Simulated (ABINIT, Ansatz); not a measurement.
Entries from a set of simulations; values are calculated unless marked as measured.

```xyz
9
Lattice="4.910 0.000 0.000 -2.455 4.252 0.000 0.000 0.000 4.538" Properties=species:S:1:pos:R:3 pbc="T T T" subject="A GW chain in ABINIT: Li2SnF6 (P-31m)" method="RPA screening on PBEsol, plane waves, norm-conserving pseudopotentials (and 2 further levels or steps)" program="ABINIT 10.8.3" settings="cutoff 44 Ha, PseudoDojo scalar-relativistic 0.4 stringent, norm-conserving, ngkpt (3, 3, 2), nband 81, ecuteps 3.6 Ha, inclvkb 2, shiftk (0, 0, 0), symchi 1, awtr 1, frequency ppm, 3×3×2 k-mesh" cost="5 runs, 5.4 min in all on 4 MPI ranks of Arm Neoverse V1, shared host" notes="The program’s warnings: nkpt*nsppol () is not a multiple of nproc spkpt (). The cell and positions are those that the Materials Project relaxed with its own functionals (PBE, PBE+U or r2SCAN), kept fixed. Limits: no spin-orbit coupling. Local fields lower the RPA ε∞ on this mesh from 2.32 to 2.19; a Γ-centred mesh this coarse tends to raise both, most where the direct gap is narrow, while a short band sum lowers them. The 3×3×2 mesh is coarse for this cell, which bears on the long-range parts of exchange and screening." pbesol_gap="5.22 eV, indirect" g0w0_gap_on_the_mesh="9.81 eV" g0w0_gap_over_the_zone_rigid_shift="9.79 eV" gw_settings="3×3×2 mesh, 81 bands, screening to 98 eV, Godby-Needs plasmon pole" known_limits="short of the basis limit; no spin-orbit coupling; coarse k mesh"
Li    2.455    1.417    2.269
Li    0.000    2.835    2.269
Sn    0.000    0.000    0.000
F     0.808    1.399    1.157
F     1.647    2.853    3.381
F     3.294    0.000    1.157
F     1.616    0.000    3.381
F    -1.647    2.853    1.157
F    -0.808    1.399    3.381
```

[Long decimals in the printed logs are rounded to 6 places.]

[Logs are printed without paths, hosts, clocks, repeated set-up lines and the standing remarks that a program may print on its own settings, such as how far it seeks lower states.]

[Paths, hosts, dates, memory and timing lines, banners, echoed tables and standing remarks are left out of the program output; an Ansatz launch command may be rebuilt from the run's recorded settings. Measured values are a selection of at most five: reports struck by readers or far from the other reports are left out. None is set beside runs whose start may be inverted or whose files or cutoffs have a known fault.]

[Runs of the session that timed out or met a known fault of the program may be left out.]

[Hosts, paths, dates, database ids (printed as entryN), source tags and the programs' standing remarks are cut or masked in the printed files.]

[G0W0 gaps are taken among the corrected bands and points alone; a level outside them can change the order at an edge.]

[Where Ansatz stands beside ABINIT at settings called matched, ABINIT's density can come from a denser mesh and the files from another edition; pairs whose starting gaps differed by over 0.03 eV were left out, so agreement reads better than it is.]
